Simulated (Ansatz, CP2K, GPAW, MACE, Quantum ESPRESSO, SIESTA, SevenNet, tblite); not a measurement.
## SIESTA on random rock-salt alloy of NbC and TiC (64 atoms): settings against a plane-wave reference

Aim: run random rock-salt alloy of NbC and TiC (64 atoms) in SIESTA and see how near its forces come to a plane-wave reference, and at what cost.

Program: SIESTA 5.4.2. Level of theory: the method is named at each step. Results are calculated unless marked as measured.

## 1. Set-up

The cell holds 64 atoms: 20 Ti, 32 C and 12 Nb. Cell: a = 8.762 Å, b = 8.762 Å, c = 8.762 Å, α = 90.0°, β = 90.0°, γ = 90.0°. It derives from NbC (rock-salt), repeated 2×2×2. Rock-salt NbC, 2 x 2 x 2 conventional cells, 20 of 32 Nb sites given to Ti at random (x = 0.625), lattice by Vegard's rule (a = 4.381 Å); not relaxed, displaced by a Gaussian of 0.02 Å. Then every atom was moved at random, 0.02 Å r.m.s. a Cartesian component.

The yardstick, on the same geometry:

- method: Kohn-Sham DFT, PBE, PAW, plane waves (Ansatz 0.2.0); cutoff 420 eV, Γ point, fermi-dirac smearing of 0.05 eV; PAW set soft_2
- r.m.s. force component: 0.5164 eV/Å
- longest force: 2.163 eV/Å
- pressure: 2.989 GPa
- spacing of highest filled and lowest empty level: 0.3694 eV
- SCF cycles: 7
- time: 11 s on 4 threads of Arm Neoverse V1, shared host
- CPU time: 35 s

## 2. PBE, DZP, shift 0.01 Ry, mesh 500 Ry

Method: Kohn-Sham DFT, PBE, PseudoDojo 0.4.1 norm-conserving pseudopotentials (converted to PSML), numerical atomic orbitals (DZP), diagonalisation.

The .psml files are PseudoDojo norm-conserving potentials that we converted to this format, checked against plane waves on the same files for H, C, O, Si, Ge and Ca alone.

The input, input.fdf:

```
SystemLabel cell
NumberOfAtoms 64
NumberOfSpecies 3
%block ChemicalSpeciesLabel
  1 22 Ti
  2 6 C
  3 41 Nb
%endblock ChemicalSpeciesLabel
LatticeConstant 1.0 Ang
%block LatticeVectors
  8.76240 0.00000 0.00000
  0.00000 8.76240 0.00000
  0.00000 0.00000 8.76240
%endblock LatticeVectors
PAO.BasisSize DZP
PAO.EnergyShift 0.01 Ry
XC.Functional GGA
XC.Authors PBE
MeshCutoff 500 Ry
%block kgrid_Monkhorst_Pack
  1 0 0 0.0
  0 1 0 0.0
  0 0 1 0.0
%endblock kgrid_Monkhorst_Pack
SolutionMethod diagon
OccupationFunction FD
ElectronicTemperature 580 K
SCF.Mixer.Method Pulay
SCF.Mixer.Weight 0.05
SCF.Mixer.History 8
SCF.Mix Hamiltonian
MaxSCFIterations 300
SCF.DM.Tolerance 1e-04
SCF.H.Tolerance 1.0e-3 eV
WriteForces T
Write.HirshfeldPop T
Write.VoronoiPop T
Write.DM F
Write.H F
XML.Write F
AtomicCoordinatesFormat Fractional
%block AtomicCoordinatesAndAtomicSpecies
  0.00160 0.00252 0.00218 1
  0.25329 0.00012 0.00156 2
  0.99677 0.24866 0.25305 3
  0.25189 0.25325 0.24903 2
  0.25004 0.00196 0.24885 1
  0.99798 0.00572 0.24824 2
  0.24299 0.25425 0.99947 1
  0.00211 0.25113 0.99974 2
  0.99815 0.00079 0.49828 1
  0.25399 0.00541 0.49587 2
  0.00015 0.25545 0.75274 1
  0.25148 0.25488 0.75225 2
  0.25512 0.99832 0.74771 1
  0.99686 0.00548 0.74953 2
  0.25361 0.25202 0.49761 3
  0.99844 0.24405 0.50242 2
  0.00217 0.50223 0.99971 3
  0.24962 0.49836 0.99525 2
  0.99372 0.74957 0.25023 3
  0.24956 0.74559 0.25077 2
  0.25571 0.50485 0.24561 1
  0.99659 0.50675 0.25581 2
  0.24801 0.74800 0.99844 3
  0.99930 0.74902 0.99856 2
  0.00442 0.49713 0.50103 3
  0.24651 0.50055 0.49684 2
  0.00227 0.75411 0.75352 1
  0.25169 0.74882 0.74849 2
  0.24709 0.50207 0.74985 1
  0.00889 0.49942 0.74084 2
  0.24905 0.75431 0.50143 3
  0.99597 0.75446 0.49796 2
  0.49961 0.99679 0.99931 1
  0.75244 0.99625 0.99861 2
  0.50052 0.24442 0.24918 1
  0.74724 0.25373 0.24925 2
  0.74644 0.99677 0.24851 3
  0.50080 0.00528 0.24919 2
  0.75151 0.25060 0.99777 3
  0.49640 0.24500 0.00413 2
  0.49834 0.00324 0.49935 1
  0.74730 0.00183 0.50134 2
  0.50037 0.25013 0.74938 3
  0.74743 0.25491 0.74938 2
  0.75192 0.00266 0.74718 3
  0.49875 0.99584 0.75345 2
  0.74764 0.24569 0.50281 1
  0.49819 0.25372 0.49839 2
  0.50508 0.50113 0.00015 1
  0.74888 0.49976 0.99699 2
  0.50089 0.75177 0.24745 1
  0.74915 0.75191 0.25271 2
  0.75559 0.49970 0.25136 1
  0.50565 0.49599 0.24941 2
  0.75200 0.74665 0.00280 1
  0.49967 0.74905 0.00021 2
[... 4 atom lines left out ...]
  0.75146 0.50084 0.74807 1
  0.49562 0.50103 0.74898 2
  0.74638 0.75558 0.50132 1
  0.49891 0.74977 0.50364 2
%endblock AtomicCoordinatesAndAtomicSpecies
```

The run is started by

```console
$ OMP_NUM_THREADS=1 mpirun -np 2 siesta < input.fdf > output.txt
```

The program printed:

```text
Version         : 5.4.2
reinit: System Name:
reinit: System Label: cell
initatom: Reading input for the pseudopotentials and atomic orbitals ----------
Species number:   1 Atomic number:   22 Label: Ti
Species number:   2 Atomic number:    6 Label: C
Species number:   3 Atomic number:   41 Label: Nb
Ground state valence configuration (from tables):   4s02  4p00  3d02  4f00
Ground state valence configuration (from tables):   2s02  2p02  3d00  4f00
Ground state valence configuration (from tables):   5s01  5p00  4d04  4f00
---- Processing specs for species: Ti
GGA--PBE XC_GGA_X_PBE--XC_GGA_C_PBE pb
Semicore shell(s) with  8 electrons included in the valence for Ti
---- Processing specs for species: C
GGA--PBE XC_GGA_X_PBE--XC_GGA_C_PBE pb
---- Processing specs for species: Nb
GGA--PBE XC_GGA_X_PBE--XC_GGA_C_PBE pb
Semicore shell(s) with  8 electrons included in the valence for Nb
Semicore shell(s): 3s 3p
Fallback to non-perturbative polarization scheme for Ti
Please see the manual if this is not desired in principle
Semicore shell(s): 4s 4p
Fallback to non-perturbative polarization scheme for Nb
Please see the manual if this is not desired in principle
Ti pseudopotential only contains V_ls up to l=2 -- lmxkb reset.
C pseudopotential only contains V_ls up to l=1 -- lmxkb reset.
Nb pseudopotential only contains V_ls up to l=2 -- lmxkb reset.
Using PAO.SplitTailNorm
%block ChemicalSpeciesLabel
    1   22 Ti                      # Species index, atomic number, species label
    2    6 C                       # Species index, atomic number, species label
    3   41 Nb                      # Species index, atomic number, species label
%endblock ChemicalSpeciesLabel
%block PAO.Basis                 # Define Basis set
Ti                    5                    # Species label, number of l-shells
 n=3   0   1                         # n, l, Nzeta
   2.839
   1.000
 n=4   0   2                         # n, l, Nzeta
   7.610      5.692
   1.000      1.000
 n=3   1   1                         # n, l, Nzeta
   3.183
[...]
5.233      3.462
[...]
C                     2                    # Species label, number of l-shells
[...]
n=2   1   2 P   1                   # n, l, Nzeta, Polarization, NzetaPol
[...]
Nb                    5                    # Species label, number of l-shells
[...]
n=5   1   1                         # n, l, Nzeta
   7.969
   1.000
 n=4   2   2                         # n, l, Nzeta
   6.142      4.248
   1.000      1.000
%endblock PAO.Basis
coor:   Atomic-coordinates input format  =     Fractional
siesta: System type = bulk
initatomlists: Number of atoms, orbitals, and projectors:     64  1024   832
siesta: ******************** Simulation parameters ****************************
Total number of electrons:   524.000000
Total ionic charge:   524.000000
 Kpoints in:            1 . Kpoints trimmed:            1
siesta: k-grid: Number of k-points = 1
siesta: k-points from Monkhorst-Pack grid
siesta: k-cutoff (effective) =     4.381 Ang
siesta: k-point supercell and displacements
siesta: k-grid:     1     0     0      0.000
siesta: k-grid:     0     1     0      0.000
siesta: k-grid:     0     0     1      0.000
                     ====================================
                        Single-point calculation
                     ====================================
outcell: Unit cell vectors (Ang):
        8.762400    0.000000    0.000000
        0.000000    8.762400    0.000000
        0.000000    0.000000    8.762400
outcell: Cell vector modules (Ang)   :    8.762400    8.762400    8.762400
outcell: Cell angles (23,13,12) (deg):     90.0000     90.0000     90.0000
outcell: Cell volume (Ang**3)        :    672.7740
Gamma-point calculation with interaction between periodic images
Gamma-point calculation with interaction between periodic images
Some features might not work optimally:
Some features might not work optimally:
e.g. DM initialization from atomic data
e.g. DM initialization from atomic data
new_DM -- step:     1
Initializing Density Matrix...
Attempting to read DM from file... Failed...
DM filled with atomic data:
InitMesh: MESH = 120 x 120 x 120 = 1728000
InitMesh: Mesh cutoff (required, used) =   500.000   518.344 Ry
stepf: Fermi-Dirac step function
        iscf     Eharris(eV)        E_KS(eV)     FreeEng(eV)     dDmax    Ef(eV) dHmax(eV)
   scf:    1   -56585.210757   -57571.519032   -57571.888781  1.653395 -5.653926 19.477143
   scf:    2   -57814.593569   -57699.500501   -57699.746255  0.233560 -5.710813 15.494983
   scf:    3   -57977.421473   -57877.897269   -57877.899385  0.326450 -5.346375  7.314990
[...]
scf:   21   -57900.117898   -57900.117888   -57900.365011  0.000079 -5.706565  0.001070
   scf:   22   -57900.117896   -57900.117892   -57900.365011  0.000037 -5.706610  0.000722
SCF Convergence by DM+H criterion
max |DM_out - DM_in|         :     0.0000372273
max |H_out - H_in|      (eV) :     0.0007221775
SCF cycle converged after 22 iterations
Using DM_out to compute the final energy and forces
siesta: E_KS(eV) =           -57900.1179
siesta: E_KS - E_eggbox =    -57900.1179
siesta: Atomic forces (eV/Ang):
     1    0.579351   -0.144433   -0.752859
     2   -0.530733    0.329537   -0.139078
     3    0.084625    0.167898   -0.113837
[...]
63   -0.136336   -0.433060    0.545953
    64    0.431497    0.388007   -0.521017
----------------------------------------
   Tot   -0.004007   -0.007517    0.041818
----------------------------------------
   Max    1.545016
   Res    0.547072    sqrt( Sum f_i^2 / 3N )
----------------------------------------
   Max    1.545016    constrained
Stress tensor Voigt[x,y,z,yz,xz,xy] (kbar):      -38.91      -39.81      -32.13        0.47       -6.19        2.10
(Free)E + p*V (eV/cell)   -57884.8493
Target enthalpy (eV/cell)   -57900.3650
siesta: Program's energy decomposition (eV):
siesta: Ebs     =    -14094.159178
siesta: Eions   =     91508.397071
siesta: Ena     =     18874.528363
siesta: Ekin    =     22068.676600
siesta: Enl     =      2760.232747
siesta: DEna    =       739.708431
siesta: DUscf   =        46.909703
siesta: Ex      =    -10078.703021
siesta: Ec      =      -803.073644
siesta: Exc     =    -10881.776664
siesta: Eharris =    -57900.117896
siesta: Etot    =    -57900.117892
siesta: FreeEng =    -57900.365011
siesta: Final energy (eV):
siesta:  Band Struct. =  -14094.159178
siesta:       Kinetic =   22068.676600
siesta:       Hartree =    8567.337325
siesta:         Exch. =  -10078.703021
siesta:         Corr. =    -803.073644
siesta:   Exch.-corr. =  -10881.776664
siesta:  Ion-electron =  -42718.538264
siesta:       Ion-ion =  -34935.816888
siesta:         Total =  -57900.117892
siesta:         Fermi =      -5.706610
siesta: Stress tensor (static) (eV/Ang**3):
siesta:    -0.024286    0.001313   -0.003862
siesta:     0.001313   -0.024846    0.000293
siesta:    -0.003862    0.000293   -0.020055
siesta: Cell volume =        672.774038 Ang**3
siesta: Pressure (static):
siesta:                Solid            Molecule  Units
siesta:           0.00025118         -0.00009332  Ry/Bohr**3
siesta:           0.02306226         -0.00856824  eV/Ang**3
siesta:          36.94981446        -13.72782951  kBar
    Orbital volume contribution        =          47.332961 eV
    (Free)E + p_basis*V_orbitals       =      -57853.032051 eV
    (Free)Eharris+ p_basis*V_orbitals  =      -57853.032055 eV
Hirshfeld Atomic Populations:
Atom #   charge [q] valence [e]  Species
     1     0.180852   11.819148  Ti
     2    -0.292119    4.292119  C
     3     0.517896   12.482104  Nb
     4    -0.312563    4.312563  C
     5     0.191105   11.808895  Ti
     6    -0.341276    4.341276  C
     7     0.219590   11.780410  Ti
[...]
15     0.530885   12.469115  Nb
[...]
17     0.531033   12.468967  Nb
[...]
--------------------
 Total    -0.000077
Voronoi Atomic Populations:
Atom #   charge [q] valence [e]  Species
[...]
45     0.788220   12.211780  Nb
[...]
57     0.775956   12.224044  Nb
[...]
61     0.335855   11.664145  Ti
    62    -0.473594    4.473594  C
    63     0.333550   11.666450  Ti
    64    -0.474174    4.474174  C
--------------------
 Total    -0.000077
```

It took 6.5 min on 2 MPI ranks of Arm Neoverse V1, shared host; peak memory 2 GiB; 13 min of CPU time.

Banners, paths, timers and routine set-up lines are dropped from the logs unmarked, and long logs keep their key lines alone; longer cuts are marked.

Against the reference:

| Quantity | Value |
| --- | --- |
| r.m.s. force component | 0.5471 eV/Å |
| r.m.s. difference of force components | 108.3 meV/Å |
| longest difference of force vectors | 429.5 meV/Å |
| force difference over r.m.s. force | 20.97 % |
| slope of forces against the reference's | 1.039 |
| correlation of force components | 0.9809 |
| pressure | 3.695 GPa |
| pressure difference | 0.7064 GPa |

Length of the force difference by element (eV/Å):

```csv
element,atoms,mean,most
C,32,0.20,0.43
Nb,12,0.15,0.30
Ti,20,0.13,0.22
```

Local excerpt of 9 atoms (numbers count through the whole input) about C32, picked at random; x, y, z are measured from there.

```csv
atom,x,y,z,distance (Å),bonds,Hirshfeld charge (e),Fx,Fy,Fz (eV/Å)
C32,0.00,0.00,0.00,0.00,6,-0.33,-0.15,-0.15,0.72
Ti9,0.02,2.16,0.00,2.16,6,0.18,0.62,0.17,0.56
Nb19,-0.02,-0.04,-2.17,2.17,6,0.52,0.25,0.65,0.41
Ti63,-2.19,0.01,0.03,2.19,6,0.19,-0.14,-0.43,0.55
Nb31,2.22,0.00,0.03,2.22,6,0.56,0.25,0.60,-0.32
Ti27,0.06,0.00,2.24,2.24,6,0.19,-1.01,-0.10,-0.39
Nb25,0.07,-2.25,0.03,2.26,6,0.54,-1.00,0.54,0.00
C22,0.01,-2.17,-2.12,3.04,6,-0.36,0.47,-0.94,-1.04
C52,-2.16,-0.02,-2.15,3.05,6,-0.32,-0.37,-0.84,-0.16
```

Forces lie 21 % from the reference's, at 23 times its CPU time (on 2 against 4 cores).

## 3. PBE, SZP, shift 0.01 Ry, mesh 500 Ry

Method: Kohn-Sham DFT, PBE, PseudoDojo 0.4.1 norm-conserving pseudopotentials (converted to PSML), numerical atomic orbitals (SZP), diagonalisation.

Changes to input.fdf since step 2:

```diff
@@ -14,3 +14,3 @@
 %endblock LatticeVectors
-PAO.BasisSize DZP
+PAO.BasisSize SZP
 PAO.EnergyShift 0.01 Ry
```

The program printed:

```text
Version         : 5.4.2
reinit: System Name:
reinit: System Label: cell
initatom: Reading input for the pseudopotentials and atomic orbitals ----------
Species number:   1 Atomic number:   22 Label: Ti
Species number:   2 Atomic number:    6 Label: C
Species number:   3 Atomic number:   41 Label: Nb
Ground state valence configuration (from tables):   4s02  4p00  3d02  4f00
[... lines left out ...]
SCF Convergence by DM+H criterion
[... lines left out ...]
SCF cycle converged after 21 iterations
[... lines left out ...]
   Max    1.632857
[... lines left out ...]
   Max    1.632857    constrained
Stress tensor Voigt[x,y,z,yz,xz,xy] (kbar):      -36.71      -37.15      -29.03        0.64       -6.30        2.37
[... lines left out ...]
siesta: FreeEng =    -57893.800355
[... lines left out ...]
siesta:         Fermi =      -5.730385
[... lines left out ...]
siesta:          34.29813347        -16.94572410  kBar
[... lines left out ...]
    (Free)Eharris+ p_basis*V_orbitals  =      -57854.636090 eV
Hirshfeld Atomic Populations:
Atom #   charge [q] valence [e]  Species
     1     0.176228   11.823772  Ti
     2    -0.288594    4.288594  C
     3     0.515658   12.484342  Nb
     4    -0.308962    4.308962  C
     5     0.186432   11.813568  Ti
     6    -0.336699    4.336699  C
     7     0.214645   11.785355  Ti
[...]
15     0.528582   12.471418  Nb
[...]
17     0.528316   12.471684  Nb
[...]
--------------------
 Total    -0.000049
Voronoi Atomic Populations:
Atom #   charge [q] valence [e]  Species
[...]
45     0.786255   12.213745  Nb
[...]
57     0.774836   12.225164  Nb
[...]
61     0.331767   11.668233  Ti
    62    -0.470333    4.470333  C
    63     0.329889   11.670111  Ti
    64    -0.472504    4.472504  C
--------------------
 Total    -0.000049
```

It took 4.7 min on 2 MPI ranks; peak memory 1.8 GiB; 9.3 min of CPU time.

Numbers from this run, and their distance from the reference:

```yaml
r_m_s_force_component: 0.5727 eV/Å
r_m_s_difference_of_force_components: 147.7 meV/Å
longest_difference_of_force_vectors: 607.2 meV/Å
force_difference_over_r_m_s_force: 28.59 %
slope_of_forces_against_the_reference_s: 1.074
correlation_of_force_components: 0.9685
pressure: 3.43 GPa
pressure_difference: 0.4412 GPa
```

This is a coarse setting, run to see what it loses.

Against the first run (21 %), the force difference from the reference is 29 %, at 0.72 times the CPU time, with 704 basis functions against 1024: the smaller basis costs accuracy.

[end of part 1 of 2]

[Also dropped from logs without a mark: logging warnings of Python, and SIESTA's first energy breakdown and zero terms.]

[Logs are printed without paths, hosts, clocks, repeated set-up lines and the standing remarks that a program may print on its own settings, such as how far it seeks lower states.]

[Hosts, paths, dates, database ids (printed as entryN), source tags and the programs' standing remarks are cut or masked in the printed files.]
